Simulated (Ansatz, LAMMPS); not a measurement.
# Forces and charges in Mg2+ TFSI- in diglyme and a fluorinated ether (TTE) at 300 K (126 atoms), part 2 of 2

Wanted: forces, charges and levels of Mg2+ TFSI- in diglyme and a fluorinated ether (TTE) at 300 K (126 atoms).

Ansatz 0.2.0; Kohn-Sham DFT, PBE+D3(BJ), PAW (set soft_2), plane waves.

The cell: 30 C, 15 O, 30 H, 44 F, 2 N, 4 S and 1 Mg. The network of contacts between molecules at the start is that of the classical potential that made the cell. The density was typed from a rule of thumb and may lie off the real one at this temperature. Only the Γ point is sampled, in a cell whose shortest periodic width is 12 Å.

So far. Step 3 (Plane-wave single point): About 32 of the 592 electrons lie in deeper levels, below the stored range.

### Step 3. Plane-wave single point (continued)

Valence density in the ab plane at fractional z = 0.242, with atoms of C and O and H and F and S within 0.2 Å of it. It is the smooth field of the valence electrons, not physical close to the nuclei.

Ten steps, logarithmic in the rise over the least value, from '0' (0 e/Å³) to '9' (10 e/Å³), each cell a mean:
```
000000024542100000000000000000000
000000001211000000000000001110000
000000000000000000000000023442100
000000000000000000000000135764100
000000000000000000000111245653100
000000000000000000001233445543100
000000000000000000001344543454310
000000000000000000001233444567631
000000000000000000122222233467641
012221000000000001366532111234320
124542100000000002588742100111100
135654320000000002477631000012211
346666531000000000233310000135643
555544431000000000000001122358875
555322111110000000000002454467765
554210136652100111000002556655434
454200259984212443100001245664212
232100247875334554100000023453111
000011124566555553100000001221100
001355434566555543100000000000000
002589755554334553100000000000000
002589744432112332000000000000000
000244334432100110000000000000000
000001125653100000000000000000000
```
Columns run along a (11.8 Å), rows up along b (11.8 Å). Atoms in or near the plane, at fractional coordinates: C at (0.83, 0.33), O at (0.91, 0.42), C at (0.10, 0.48), H at (0.75, 0.37), H at (0.03, 0.30), H at (0.19, 0.46), C at (0.32, 0.19), F at (0.27, 0.30), F at (0.15, 0.12), H at (0.49, 0.28), H at (0.48, 0.12), S at (0.79, 0.72), O at (0.61, 0.55).

Electrostatic potential energy in the ab plane at fractional z = 0.242, with atoms of C and O and H and F and S within 0.2 Å of it. With pseudopotentials it is smooth inside the atoms' cores, unlike the true potential.

Values in eV, 13 rows by 16 columns, each cell a mean:
```
  6   6   6   6   0   4   6   6   6   6   7   7   7   7   7   6
  6   6   6   6   6   6   6   6   6   7   7   6   3  -7   5   7
  6   6   6   6   6   6   6   6   7   7   6   1 -16 -23   3   7
  6   6   6   6   6   6   6   6   6   6   3 -11 -37 -33  -4   6
  6   5   5   6   6   6   6   7   6   4   2  -1 -13 -17 -23   4
  4  -4   1   5   5   6   6   7   5 -26 -18   3   4   5   4   6
 -3 -36 -24  -8   5   6   6   7   6  -9  -4   6   6   5  -1   2
-28 -13  -5  -3   5   6   6   6   6   7   6   0  -3  -8 -37 -22
-22  -1   5  -1 -21  -2   5   1   1   5   5  -5 -21 -39 -12  -3
 -7   2   6  -2 -32 -19  -5 -19  -9   5   6   5   2  -9   2   4
  6   4  -8  -2 -21 -38 -17 -23   1   5   6   6   6   5   6   6
  6  -4 -35 -16 -12  -3   2 -12  -2   6   6   6   6   6   6   6
  6   6   4   2  -9   1   5   5   5   6   6   6   7   7   6   6
```
Columns run along a (11.8 Å; values clipped at the 3rd and 97th percentile), rows up along b (11.8 Å). Atoms in or near the plane, at fractional coordinates: C at (0.83, 0.33), O at (0.91, 0.42), C at (0.10, 0.48), H at (0.75, 0.37), H at (0.03, 0.30), H at (0.19, 0.46), C at (0.32, 0.19), F at (0.27, 0.30), F at (0.15, 0.12), H at (0.49, 0.28), H at (0.48, 0.12), S at (0.79, 0.72), O at (0.61, 0.55).

Mean Löwdin charges: C +0.35, F -0.23, H +0.22, Mg +1.62, N -0.86, O -0.57 e (they miss 1.2 % of the electrons, so they add up to more than the cell's charge).

### Step 4. Local order

Bonds and neighbours are counted at the geometry of the runs.

Density 1.67 g/cm³, 12.98 Å³ an atom.

g(r), total and by pair (bins of 0.2 Å):

```
r (Å)  total   F-F    F-C   F-H   F-O   F-S   F-N
 1.00   1.50  0.00   0.00  0.00  0.00  0.00  0.00
 1.20   0.58  0.00   0.00  0.00  0.00  0.00  0.00
 1.40   2.98  0.00  11.71  0.00  0.00  0.00  0.00
 1.60   0.50  0.00   0.00  0.00  0.00  0.00  0.00
 1.80   0.47  0.00   0.00  0.42  0.00  0.00  0.00
 2.00   0.92  0.00   0.00  1.73  0.00  0.00  0.00
 2.20   1.22  4.39   0.39  0.89  1.39  0.00  0.00
 2.40   1.39  1.17   3.16  1.03  0.35  0.00  0.00
 2.60   1.33  0.80   0.58  1.76  0.42  5.30  0.00
 2.80   1.10  2.63   0.49  1.02  1.61  0.99  3.67
 3.00   0.65  0.68   0.60  0.70  0.87  0.00  0.86
 3.20   0.80  0.73   0.81  1.19  0.96  0.38  2.13
 3.40   0.65  0.58   0.59  1.02  0.69  1.00  1.30
 3.60   0.82  1.03   0.92  0.88  0.99  0.28  0.00
 3.80   0.87  0.74   0.99  0.57  0.89  0.00  1.99
 4.00   0.86  0.59   0.96  0.96  0.55  1.64  0.46
 4.20   0.92  0.89   1.12  0.95  1.06  0.41  0.00
 4.40   1.04  1.31   0.94  1.02  0.77  0.94  0.38
 4.60   1.07  1.20   1.09  1.05  0.94  0.71  0.35
 4.80   1.06  1.14   1.07  1.15  1.02  0.32  1.29
 5.00   1.01  0.72   0.93  0.81  1.22  0.59  0.29
 5.20   1.04  0.89   1.00  1.09  1.20  1.50  1.65
 5.40   0.97  1.00   0.86  1.17  0.78  1.01  1.01
 5.60   1.01  1.03   0.95  1.05  1.01  1.30  1.42
 5.80   1.03  1.00   1.12  0.87  1.08  1.44  1.10
```

Bonds by pair of elements; cutoffs follow the first minimum of g(r), held within bounds set by covalent radii, and pairs that aren't listed don't count as bonded:

```
pair A-B  cutoff (Å)  bonds  mean length (Å)  spread (Å)  shortest (Å)  B about A  A about B
     F-C        1.62     44             1.36       0.027          1.31          1       1.47
     C-C        1.85     14             1.53       0.042          1.46      0.933      0.933
     C-H        1.34     30             1.09       0.027          1.00          1          1
     C-O        1.73     14             1.43       0.024          1.39      0.467      0.933
     C-S        2.21      4             1.82       0.023          1.79      0.133          1
     O-S        1.88      8             1.45       0.027          1.41      0.533          2
    O-Mg        2.62      6             2.07       0.085          1.98        0.4          6
     S-N        2.02      4             1.58       0.021          1.55          1          2
```

How many atoms have how many bonded neighbours:

```
element  mean   1  2  3   4  6
      C     4   0  0  0  30  0
      F     1  44  0  0   0  0
      H     1  30  0  0   0  0
     Mg     6   0  0  0   0  1
      N     2   0  2  0   0  0
      O  1.87   5  7  3   0  0
      S     4   0  0  0   4  0
```

Bond angles, per cent of each kind in bins of 5°:

```
angle (°)  C-C-F  F-C-F  C-C-H  H-C-O  F-C-H
   95–100    0.0    0.0    4.2    0.0    0.0
  100–105    2.5   28.6    4.2   22.7   25.0
  105–110   32.5   67.9   41.7   36.4   50.0
  110–115   57.5    3.6   29.2   36.4   25.0
  115–120    7.5    0.0   16.7    4.5    0.0
  120–125    0.0    0.0    4.2    0.0    0.0
```

Bond angles (no mean is given where the spread exceeds 20°):

```
angle  count  mean (°)  spread (°)
C-C-F     40       111         2.6
F-C-F     28       106         1.8
C-C-H     24       110         5.3
H-C-O     22       108         3.6
F-C-H     16       107         3.4
```

Bond length by coordination (bonds to H left out):

```
element  coordination  atoms  mean bond length (Å)
      O             1      5                  1.45
      O             2      7                  1.58
      O             3      3                  1.63
```

With the cutoffs above, all C atoms have 4, all F atoms have 1, all H atoms have 1 and all Mg atoms have 6 bonded neighbours. The C-C-F angle averages 111° with a spread of 3°.

Local excerpt of 8 atoms (numbers count through the whole input) about C31, which bears the longest force; x, y, z are measured from there.

```
atom      x      y      z  distance (Å)  bonds  Löwdin charge (e)     Fx     Fy  Fz (eV/Å)
 C31   0.00   0.00   0.00          0.00      4              -0.12  -1.03  -3.13       2.25
 H40   0.56   0.70  -0.46          1.00      1               0.25   2.13   2.62      -1.81
 H39  -0.81   0.46   0.55          1.08      1               0.23  -0.58   0.15       0.19
 O30   0.82  -0.82   0.92          1.48      2              -0.35   1.52   1.38       1.22
 C32  -0.48  -1.03  -0.98          1.50      4               0.62   1.50   0.84      -0.54
 F33  -1.29  -0.43  -1.88          2.31      1              -0.23   0.79  -0.58      -0.20
 F34  -1.19  -1.95  -0.36          2.32      1              -0.22  -0.44  -1.66       0.14
 C27   1.87   0.00   1.48          2.38      4               0.74  -0.94  -1.19      -1.39
```

The column of bonds counts only the pairs F-C within 1.62 Å, C-C within 1.85 Å, C-H within 1.34 Å, C-O within 1.73 Å, C-S within 2.21 Å, O-S within 1.88 Å, O-Mg within 2.62 Å, S-N within 2.02 Å; other neighbours, such as metal atoms beside each other in a compound, aren't counted, and periodic images can show an atom twice.

### Step 5. Summary of results

```yaml
free_energy_per_atom: -463.0941 eV/atom
pressure: 2.721 GPa
r_m_s_force_component: 0.9668 eV/Å
spacing_of_highest_filled_and_lowest_empty_level: 4.847 eV
wall_time_of_the_1_dft_run: 15 s
```

What this shows: Between filled and empty levels lie 4.85 eV (at Γ alone); a semilocal functional tends to put such gaps too low. In a disordered cell it changes from sample to sample and from frame to frame. With the cutoffs above, all C atoms have 4, all F atoms have 1, all H atoms have 1 and all Mg atoms have 6 bonded neighbours.

What to keep in mind: The force components of 0.97 eV/Å r.m.s. come partly from thermal motion and partly from the difference between the classical potential and DFT, above all in bond lengths inside molecules. The pressure of 2.7 GPa is that of one thermal frame, in which the classical model's bond lengths enter as well as the volume, without the kinetic term and with the strain of bonds inside molecules.

[Logs are printed without paths, hosts, clocks, repeated set-up lines and the standing remarks that a program may print on its own settings, such as how far it seeks lower states.]

[Hosts, paths, dates, database ids (printed as entryN), source tags and the programs' standing remarks are cut or masked in the printed files.]
